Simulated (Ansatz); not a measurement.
## Grüneisen parameters and expansion of SiC (Moissanite 3C, F-43m)

Wanted: mode Grüneisen parameters of SiC (Moissanite 3C) and a free-energy fit over volumes.

Main program and level: Ansatz 0.2.0; DFT LDA, scalar-relativistic, plane waves, PAW.

This is a report of a sequence of runs, with most program output left out.

**1. Starting point**

Symmetry: F-43m, No. 216, cubic system. The conventional cell has a = 4.358 Å, b = 4.358 Å, c = 4.358 Å, α = 90.00°, β = 90.00°, γ = 90.00°. Si has 4 C at 1.89 Å nearest. Nearest to C lie 4 Si at 1.89 Å. Farther neighbours are not listed.

**2. Probe on a coarse mesh**

A cheap single point shows whether the cell is a metal or an insulator and how far it is from rest; that sets the k-mesh and the occupations of what follows.

Input file input.yaml:

```yaml
crystal:
  lattice:
    - [0.0, 2.179, 2.179]
    - [2.179, 0.0, 2.179]
    - [2.179, 2.179, 0.0]
  atoms:
    - { symbol: Si, position: [0.0, 0.0, 0.0] }
    - { symbol: C, position: [0.25, 0.25, 0.25] }
kpoints:
  mp_grid: { grid: [8, 8, 8] }
hamiltonian:
  xc: lda
scf:
  occupations: { method: gaussian, width: 0.1 }
output:
  forces: true
  stress: true
  eigenvalues: true
```

Started as:

```
$ ansatz run input.yaml --threads 4 --pin off --max-ram 8192MiB --backend cpu --events-out ev --progress --plain --runs-dir out
```

It took 0.28 s on 4 threads of Arm Neoverse V2, shared host; peak memory 0.24 GiB.

Numbers from this step:

```
pressure          : -4.427 GPa
gap on the k-mesh : 1.316 eV
volume per atom   : 10.35 Å³
```

The start is under -4.4 GPa at this level and looks like an insulator or semiconductor on this mesh.

**3. Relaxation**

Phonons are second derivatives about a minimum, so cell and atoms are relaxed first, inside the symmetry of the start.

input.yaml, the sections that differ from step 2:

```yaml
kpoints:
  mp_grid: { grid: [10, 10, 10] }
scf:
  occupations: { method: gaussian, width: 0.02 }
output:
  forces: true
  stress: true
  eigenvalues: true
  write_density: true
  write_potential: true
  elf: true
  volumetric_format: npy
relax:
  adjacent_minimum: "off"
  f_tol: 0.005
  max_steps: 80
  cell: { stress_tol: 0.05 }
# crystal, hamiltonian: as in step 2
```

It took 2.2 s on 4 threads; peak memory 0.28 GiB.

Step by step:

```tsv
step	energy less that of the first step (eV)	largest force component (eV/Å)	pressure (GPa)	volume (Å³)
1	0.0000	0.0000	-4.42	20.69
2	-0.0050	0.0000	-2.09	20.47
3	-0.0067	0.0000	0.06	20.28
4	-0.0067	0.0000	0.00	20.29
5*	-0.0057	0.0000	-0.08	20.29
6	-0.0057	0.0000	0.00	20.28
7*	-0.0057	0.0000	0.00	20.28
```

Relaxation steps marked * repeat the geometry before them on a plane-wave basis chosen anew for their cell, so energy and pressure can jump there.

Forces are held to the 24 operations that the run works with; a distortion that breaks them can't arise in this run.

```tsv
conventional cell, symmetrised	before	after	change
a (Å)	4.358	4.329	-0.7 %
b (Å)	4.358	4.329	-0.7 %
c (Å)	4.358	4.329	-0.7 %
volume (Å³/atom)	10.35	10.14	-2.0 %
```

Final coordinates:

```cif
data_structure
_symmetry_space_group_name_H-M 'P 1'
_symmetry_Int_Tables_number 1
_cell_length_a 3.0610
_cell_length_b 3.0610
_cell_length_c 3.0610
_cell_angle_alpha 60.000
_cell_angle_beta 60.000
_cell_angle_gamma 60.000
_cell_volume 20.28
loop_
_atom_site_label
_atom_site_type_symbol
_atom_site_fract_x
_atom_site_fract_y
_atom_site_fract_z
_atom_site_occupancy
Si1 Si 0.00000 0.00000 0.00000 1
C2 C 0.25000 0.25000 0.25000 1
```

Numbers from this step:

```yaml
pressure: 2.17e-4 GPa
gap_on_the_k_mesh: 1.300 eV
volume_per_atom: 10.14 Å³
```

Electrostatic potential energy in the ac plane of a cell with a along [110], b along [-110] and c along [001] of the cube at fractional y = 0.000, with atoms of Si and C within 0.2 Å of it. With pseudopotentials it is smooth inside the atoms' cores, unlike the true potential.

Ten even steps from '0' (-57 eV) to '9' (13 eV), each cell a mean:
```
03788872015888851
46853586457744775
88720278888500588
99830389999611699
99976799999867899
99999999999999999
99999999999999999
99999999999999999
99999999999999999
68999997678999987
24799974236899863
02699962004899840
```
Columns run along a (6.1 Å; values clipped at the 3rd and 97th percentile), rows up along c (4.3 Å), edges of the conventional cell, whose origin can differ from the input's. Atoms in or near the plane, at fractional coordinates: Si at (0.50, 0.00), Si at (0.00, 0.00), C at (0.75, 0.75), C at (0.25, 0.75).

Valence density in the ac plane of a cell with a along [110], b along [-110] and c along [001] of the cube at fractional y = 0.000, with atoms of Si and C within 0.2 Å of it. It is the smooth field of the valence electrons, not physical close to the nuclei.

Values in e/Å³, 7 rows by 16 columns, each cell a mean:
```
0.2 0.5 0.8 1.0 1.0 0.9 0.7 0.3 0.2 0.5 0.8 1.0 1.0 0.9 0.7 0.3
0.3 0.5 1.1 1.7 1.8 1.4 0.7 0.4 0.3 0.5 1.1 1.7 1.8 1.4 0.7 0.4
0.1 0.2 0.6 1.1 1.2 0.8 0.3 0.1 0.1 0.2 0.6 1.1 1.2 0.8 0.3 0.1
0.1 0.1 0.2 0.3 0.3 0.2 0.1 0.1 0.1 0.1 0.2 0.3 0.3 0.2 0.1 0.1
0.1 0.1 0.1 0.1 0.1 0.1 0.1 0.1 0.1 0.1 0.1 0.1 0.1 0.1 0.1 0.1
0.3 0.3 0.2 0.1 0.1 0.1 0.2 0.3 0.3 0.3 0.2 0.1 0.1 0.1 0.2 0.3
0.1 0.3 0.3 0.3 0.2 0.3 0.3 0.2 0.1 0.3 0.3 0.3 0.2 0.3 0.3 0.2
```
Columns run along a (6.1 Å), rows up along c (4.3 Å), edges of the conventional cell, whose origin can differ from the input's. Atoms in or near the plane, at fractional coordinates: Si at (0.50, 0.00), Si at (0.00, 0.00), C at (0.75, 0.75), C at (0.25, 0.75).

ELF in the ac plane of a cell with a along [110], b along [-110] and c along [001] of the cube at fractional y = 0.000, with atoms of Si and C within 0.2 Å of it. It is the smooth field of the valence electrons, not physical close to the nuclei.

Ten even steps from '0' (0.03) to '9' (0.91), each cell a mean:
```
26998995238988983
38986898369967996
48851597468722886
25753575236734763
02577752014777641
00367630001577410
00123200000133100
00000000000000000
32100012321000012
43200023432100123
22221222222222222
22565652224655632
```
Columns run along a (6.1 Å), rows up along c (4.3 Å), edges of the conventional cell, whose origin can differ from the input's. Atoms in or near the plane, at fractional coordinates: Si at (0.50, 0.00), Si at (0.00, 0.00), C at (0.75, 0.75), C at (0.25, 0.75).

The relaxation ends with a pressure of 0.00 GPa.

**4. Relaxing to small residual forces and stress**

The thresholds are tightened for a last relaxation ahead of the phonons, and where mesh or smearing change with them the cell follows.

Input file input.yaml:

```yaml
crystal:
  lattice:
    - [0.0, 2.164484123, 2.164484123]
    - [2.164484123, 0.0, 2.164484123]
    - [2.164484123, 2.164484123, 0.0]
  atoms:
    - { symbol: Si, position: [0.0, 0.0, 0.0] }
    - { symbol: C, position: [0.25, 0.25, 0.25] }
kpoints:
  mp_grid: { grid: [12, 12, 12] }
hamiltonian:
  xc: lda
scf:
  occupations: { method: fixed }
output:
  forces: true
  stress: true
  eigenvalues: true
relax:
  adjacent_minimum: "off"
  f_tol: 0.001
  max_steps: 60
  cell: { stress_tol: 0.01 }
```

Run time: 0.95 s. Hardware: 4 threads; peak memory 0.28 GiB; 3.2 s of CPU time.

Little changed from the start: no atom moved by 0.005 Å and no cell edge by 0.1 %.

This step gave:

| Property | Result |
| --- | --- |
| pressure | 0.001573 GPa |
| gap on the k-mesh | 1.301 eV |

The residual pressure is 0.0016 GPa, small enough for phonons.

**5. Phonons, V/V0 1**

Phonons at this volume give one point of F(V, T); meshes stay fixed along the series.

input.yaml, the sections that differ from step 4:

```yaml
output:
  eigenvalues: true
phonons:
  method: dfpt
  dielectric: true
  rigid_motions: translations
  qmesh: [4, 4, 4]
  temperatures: { t_max: 1000, t_step: 50 }
  qpath:
    path:
      - [[0.0, 0.0, 0.0], [-0.5, -0.5, 0.0], [-0.375, -0.375, 0.25]]
      - [[-0.375, 0.0, 0.375], [0.0, 0.0, 0.0], [0.0, 0.0, 0.5], [-0.5, -0.25, 0.25], [-0.5, -0.5, 0.0]]
    npoints: 10
# crystal, kpoints, hamiltonian, scf: as in step 4
# relax: removed
```

Run time: 48 s. Hardware: 4 threads; peak memory 0.97 GiB; 3.1 min of CPU time.

This step gave:

- Γ frequencies: 0, 0, 0, 797.6, 797.6, 797.6 cm⁻¹ (negative: imaginary)
- lowest frequency on the path: 0 cm⁻¹
- zero-point energy: 0.2223 eV/cell
- point group: -43m
- highest frequency: 973 cm⁻¹
- Debye temperature from the second moment: 1189 K

LO-TO term included. Phonon branches along the path, in cm⁻¹:

```tsv
point	branch 1	branch 2	branch 3	branch 4	branch 5	branch 6
Γ	0	0	0	798	798	973
halfway	275	275	402	782	782	928
X	365	365	635	767	767	829
halfway	362	395	615	763	765	840
U	352	446	569	759	762	860
jump to K	352	446	569	759	762	860
halfway	229	322	420	775	795	904
Γ	0	0	0	798	798	973
halfway	196	196	406	784	784	925
L	260	260	616	772	772	839
halfway	327	390	562	766	771	859
W	402	462	538	744	778	858
halfway	383	403	598	754	772	846
X	365	365	635	767	767	829
```

The phonon density of states has structure finer than the step of the table below, so its rows give means over 50 cm⁻¹, whole bins alone (the curve runs from 5 to 975 cm⁻¹). Peaks (cm⁻¹: height): 365.0: 0.0138, 775.0: 0.0821, 865.0: 0.0302.

Tetrahedra on 28 28 28, mean over bins of 10 cm⁻¹. Table of phonon density of states by wavenumber; means over each step:

```tsv
wavenumber (cm⁻¹)	phonon density of states (1/cm⁻¹/cell)
50	1.1e-4
100	4.5e-4
150	0.00109
200	0.00231
250	0.00573
300	0.00936
350	0.0122
400	0.00807
450	0.00544
500	0.00377
550	0.00888
600	0.00254
650	7.3e-5
700	0
750	0.0211
800	0.0189
850	0.0123
900	0.00582
950	0.00191
```

Harmonic. Thermo, by row:

```tsv
T (K)	F_vib (meV/atom)	S (J/mol-atom/K)	C_V (J/mol-atom/K)
0	111.2	0	0
50	111.1	0.074	0.257
100	111	0.747	2.211
150	110.2	2.187	5.149
200	108.6	4.087	8.191
250	106	6.224	11.01
300	102.2	8.452	13.43
350	97.2	10.68	15.41
400	91.1	12.84	17
450	83.9	14.92	18.26
500	75.66	16.9	19.28
550	66.41	18.77	20.09
600	56.21	20.55	20.75
650	45.12	22.23	21.29
700	33.18	23.83	21.74
750	20.44	25.34	22.11
800	6.93	26.78	22.43
850	-7.3	28.15	22.69
900	-22.23	29.45	22.92
950	-37.82	30.7	23.11
1000	-54.04	31.89	23.28
```

The modes has structure finer than the step of the table below, so its rows give means over 25 cm⁻¹, whole bins alone (the curve runs from -10 to 1010 cm⁻¹). Peaks (cm⁻¹: height): C 772.9: 0.0545, 862.7: 0.0218; Si 355.8: 0.0113, 548.3: 0.0103, 772.9: 0.0123, 862.7: 0.00227.

Phonopy on the run's constants, 21x21x21 mesh, Gaussian sigma 7.3 cm⁻¹. The modes by wavenumber; means over each step; values in 1/cm⁻¹/cell:

```tsv
wavenumber (cm⁻¹)	C	Si
25	5.2e-6	1.4e-5
50	3.3e-5	7.8e-5
75	7.4e-5	1.8e-4
100	1.2e-4	2.9e-4
125	2.3e-4	5.5e-4
150	3.0e-4	7.6e-4
175	4.3e-4	0.00112
200	6.3e-4	0.00169
225	8.7e-4	0.00248
250	0.00143	0.00428
275	0.00196	0.00623
300	0.00206	0.00715
325	0.00218	0.00842
350	0.00231	0.0103
375	0.00181	0.00928
400	0.00120	0.00658
425	0.00101	0.00596
450	8.5e-4	0.00512
475	5.4e-4	0.00234
500	6.0e-4	0.00303
525	7.0e-4	0.00627
550	6.2e-4	0.00933
575	2.7e-4	0.00503
600	9.0e-5	0.00248
625	1.3e-5	6.6e-4
650	0	2.8e-5
675	0	0
700	0	0
725	2.0e-4	7.5e-6
750	0.0122	0.00195
775	0.0433	0.0101
800	0.00930	0.00286
825	7.6e-4	4.5e-5
850	0.0121	0.00106
875	0.0132	0.00177
900	0.00427	0.00106
925	0.00252	8.3e-4
950	0.00143	5.4e-4
975	3.2e-4	1.3e-4
```

Born charge (rows field, columns displacement) (e), principal values of the symmetric part by kind of site:

```tsv
atom	atoms with these values	low	middle	high	mean
Si1	1	2.73	2.73	2.73	2.73
C2	1	-2.73	-2.73	-2.73	-2.73
```

In full for Si1:

```
2.73 0.00 0.00
0.00 2.73 0.00
0.00 0.00 2.73
```

ε∞:

```
6.92 0.00 0.00
0.00 6.92 0.00
0.00 0.00 6.92
```

No LO-TO term. Modes at Γ, with each element's share of the kinetic energy:

```tsv
mode	frequency (cm⁻¹)	symmetry	Si %	C %
1	0.0	T2	70	30
2	0.0	T2	70	30
3	0.0	T2	70	30
4	797.6	T2	30	70
5	797.6	T2	30	70
6	797.6	T2	30	70
```

Displacements in mode 4 (797.6 cm⁻¹), the largest set to 1:
```
Si1  0.17 -0.43 -0.24
C2  -0.40  1.00  0.57
```

No mode is imaginary beyond numerical noise at the solved wavevectors.

**6. A cell at another volume, V/V0 1.015**

Symmetry fixes every atom, so a single point at the scaled cell gives the energy and pressure of this member.

input.yaml, the sections that differ from step 5:

```yaml
crystal:
  lattice:
    - [0.0, 2.175252878, 2.175252878]
    - [2.175252878, 0.0, 2.175252878]
    - [2.175252878, 2.175252878, 0.0]
  atoms:
    - { symbol: Si, position: [0.0, 0.0, 0.0] }
    - { symbol: C, position: [0.25, 0.25, 0.25] }
output:
  forces: true
  stress: true
  eigenvalues: true
# kpoints, hamiltonian, scf: as in step 5
# phonons: removed
```

It took 0.45 s on 4 threads; peak memory 0.26 GiB.

Numbers from this step:

```yaml
pressure: -3.318 GPa
gap_on_the_k_mesh: 1.313 eV
volume_per_atom: 10.29 Å³
```

At this level the gap is 1.31 eV on the k-mesh of the self-consistent run, which can miss the band edges.

**7. Lattice dynamics at this volume, V/V0 1.015**

input.yaml, the sections that differ from step 6:

```yaml
output:
  eigenvalues: true
phonons:
  method: dfpt
  dielectric: true
  rigid_motions: translations
  qmesh: [4, 4, 4]
  temperatures: { t_max: 1000, t_step: 50 }
  qpath:
    path:
      - [[0.0, 0.0, 0.0], [-0.5, -0.5, 0.0], [-0.375, -0.375, 0.25]]
      - [[-0.375, 0.0, 0.375], [0.0, 0.0, 0.0], [0.0, 0.0, 0.5], [-0.5, -0.25, 0.25], [-0.5, -0.5, 0.0]]
    npoints: 10
# crystal, kpoints, hamiltonian, scf: as in step 6
```

Wall time 49 s (4 threads); peak memory 0.97 GiB; 3.1 min of CPU time.

LO-TO term included. The phonon branches at the labelled points (cm⁻¹):

```tsv
point	branch 1	branch 2	branch 3	branch 4	branch 5	branch 6
Γ	0	0	0	784	784	958
halfway	274	274	396	767	767	914
X	364	364	627	750	750	815
halfway	362	393	608	747	749	825
U	352	442	561	745	746	844
jump to K	352	442	561	745	746	844
halfway	229	319	414	761	780	889
Γ	0	0	0	784	784	958
halfway	196	196	400	770	770	910
L	260	260	607	757	757	825
halfway	326	387	554	751	756	844
W	399	460	530	730	761	842
halfway	381	402	590	738	756	830
X	364	364	627	750	750	815
```

No mode is imaginary beyond numerical noise at the solved wavevectors. The highest zone-centre mode (no LO–TO term) moved by -1.7 % for a volume change of +1.5 %.

**8. A cell at another volume, V/V0 0.985**

The cell differs from the one that the last finished run ended in (a 3.076 → 3.046 Å, b 3.076 → 3.046 Å, c 3.076 → 3.046 Å).

input.yaml, the sections that differ from step 7:

```yaml
crystal:
  lattice:
    - [0.0, 2.1536071348, 2.1536071348]
    - [2.1536071348, 0.0, 2.1536071348]
    - [2.1536071348, 2.1536071348, 0.0]
  atoms:
    - { symbol: Si, position: [0.0, 0.0, 0.0] }
    - { symbol: C, position: [0.25, 0.25, 0.25] }
output:
  forces: true
  stress: true
  eigenvalues: true
# kpoints, hamiltonian, scf: as in step 7
# phonons: removed
```

It took 0.44 s on 4 threads; peak memory 0.26 GiB; 1.3 s of CPU time.

The run ends at a pressure of 3.57 GPa.

**9. Lattice dynamics at this volume, V/V0 0.985**

The same q-mesh and k-mesh are kept at every volume, so that much of their error can cancel in the differences.

input.yaml, the sections that differ from step 8:

```yaml
output:
  eigenvalues: true
phonons:
  method: dfpt
  dielectric: true
  rigid_motions: translations
  qmesh: [4, 4, 4]
  temperatures: { t_max: 1000, t_step: 50 }
  qpath:
    path:
      - [[0.0, 0.0, 0.0], [-0.5, -0.5, 0.0], [-0.375, -0.375, 0.25]]
      - [[-0.375, 0.0, 0.375], [0.0, 0.0, 0.0], [0.0, 0.0, 0.5], [-0.5, -0.25, 0.25], [-0.5, -0.5, 0.0]]
    npoints: 10
# crystal, kpoints, hamiltonian, scf: as in step 8
```

Run time: 49 s. Hardware: 4 threads; peak memory 0.95 GiB; 3.1 min of CPU time.

LO-TO term included. Phonon branches along the path, in cm⁻¹:

```tsv
point	branch 1	branch 2	branch 3	branch 4	branch 5	branch 6
Γ	0	0	0	811	811	989
halfway	277	277	408	797	797	944
X	365	365	643	784	784	844
halfway	363	397	623	779	782	855
U	352	449	576	775	779	876
jump to K	352	449	576	775	779	876
halfway	229	324	426	790	810	919
Γ	0	0	0	811	811	989
halfway	196	196	412	798	798	940
L	259	259	624	787	787	854
halfway	328	393	570	782	787	875
W	404	465	546	758	795	874
halfway	384	405	605	769	790	861
X	365	365	643	784	784	844
```

No mode is imaginary beyond numerical noise at the solved wavevectors. The highest zone-centre mode (no LO–TO term) moved by +1.7 % for a volume change of -1.5 %.

**10. A cell at another volume, V/V0 1.03**

input.yaml, the sections that differ from step 9:

```yaml
crystal:
  lattice:
    - [0.0, 2.1859160527, 2.1859160527]
    - [2.1859160527, 0.0, 2.1859160527]
    - [2.1859160527, 2.1859160527, 0.0]
  atoms:
    - { symbol: Si, position: [0.0, 0.0, 0.0] }
    - { symbol: C, position: [0.25, 0.25, 0.25] }
output:
  forces: true
  stress: true
  eigenvalues: true
# kpoints, hamiltonian, scf: as in step 9
# phonons: removed
```

The job ended after 0.46 s (4 threads; peak memory 0.27 GiB; 1.4 s of CPU time).

The run ends at a pressure of -6.41 GPa.

**11. Lattice dynamics at this volume, V/V0 1.03**

input.yaml, the sections that differ from step 10:

```yaml
output:
  eigenvalues: true
phonons:
  method: dfpt
  dielectric: true
  rigid_motions: translations
  qmesh: [4, 4, 4]
  temperatures: { t_max: 1000, t_step: 50 }
  qpath:
    path:
      - [[0.0, 0.0, 0.0], [-0.5, -0.5, 0.0], [-0.375, -0.375, 0.25]]
      - [[-0.375, 0.0, 0.375], [0.0, 0.0, 0.0], [0.0, 0.0, 0.5], [-0.5, -0.25, 0.25], [-0.5, -0.5, 0.0]]
    npoints: 10
# crystal, kpoints, hamiltonian, scf: as in step 10
```

Elapsed: 50 s, on 4 threads; peak memory 0.98 GiB.

No mode is imaginary beyond numerical noise at the solved wavevectors. The highest zone-centre mode (no LO–TO term) moved by -3.3 % for a volume change of +3.0 %.

**12. A cell at another volume, V/V0 0.97**

The cell differs from the one that the last finished run ended in (a 3.091 → 3.030 Å, b 3.091 → 3.030 Å, c 3.091 → 3.030 Å).

input.yaml, the sections that differ from step 11:

```yaml
crystal:
  lattice:
    - [0.0, 2.1426191521, 2.1426191521]
    - [2.1426191521, 0.0, 2.1426191521]
    - [2.1426191521, 2.1426191521, 0.0]
  atoms:
    - { symbol: Si, position: [0.0, 0.0, 0.0] }
    - { symbol: C, position: [0.25, 0.25, 0.25] }
output:
  forces: true
  stress: true
  eigenvalues: true
# kpoints, hamiltonian, scf: as in step 11
# phonons: removed
```

The job ended after 0.46 s (4 threads; peak memory 0.26 GiB).

The run ends at a pressure of 7.42 GPa.

**13. Lattice dynamics at this volume, V/V0 0.97**

input.yaml, the sections that differ from step 12:

```yaml
output:
  eigenvalues: true
phonons:
  method: dfpt
  dielectric: true
  rigid_motions: translations
  qmesh: [4, 4, 4]
  temperatures: { t_max: 1000, t_step: 50 }
  qpath:
    path:
      - [[0.0, 0.0, 0.0], [-0.5, -0.5, 0.0], [-0.375, -0.375, 0.25]]
      - [[-0.375, 0.0, 0.375], [0.0, 0.0, 0.0], [0.0, 0.0, 0.5], [-0.5, -0.25, 0.25], [-0.5, -0.5, 0.0]]
    npoints: 10
# crystal, kpoints, hamiltonian, scf: as in step 12
```

Elapsed: 49 s, on 4 threads; peak memory 0.95 GiB; 3.1 min of CPU time.

No mode is imaginary beyond numerical noise at the solved wavevectors. The highest zone-centre mode (no LO–TO term) moved by +3.5 % for a volume change of -3.0 %.

**14. A cell at another volume, V/V0 1.05**

The cell differs from the one that the last finished run ended in (a 3.030 → 3.111 Å, b 3.030 → 3.111 Å, c 3.030 → 3.111 Å).

input.yaml, the sections that differ from step 13:

```yaml
crystal:
  lattice:
    - [0.0, 2.199973777, 2.199973777]
    - [2.199973777, 0.0, 2.199973777]
    - [2.199973777, 2.199973777, 0.0]
  atoms:
    - { symbol: Si, position: [0.0, 0.0, 0.0] }
    - { symbol: C, position: [0.25, 0.25, 0.25] }
output:
  forces: true
  stress: true
  eigenvalues: true
# kpoints, hamiltonian, scf: as in step 13
# phonons: removed
```

Elapsed: 0.47 s, on 4 threads; peak memory 0.27 GiB; 1.4 s of CPU time.

The run ends at a pressure of -10.19 GPa.

[end of part 1 of 2]

[Logs are printed without paths, hosts, clocks, repeated set-up lines and the standing remarks that a program may print on its own settings, such as how far it seeks lower states.]

[Hosts, paths, dates, database ids (printed as entryN), source tags and the programs' standing remarks are cut or masked in the printed files.]

[A step with changed settings may run another functional than the one named; its input shows which.]

[Of the runs on displaced cells, only some may be shown.]
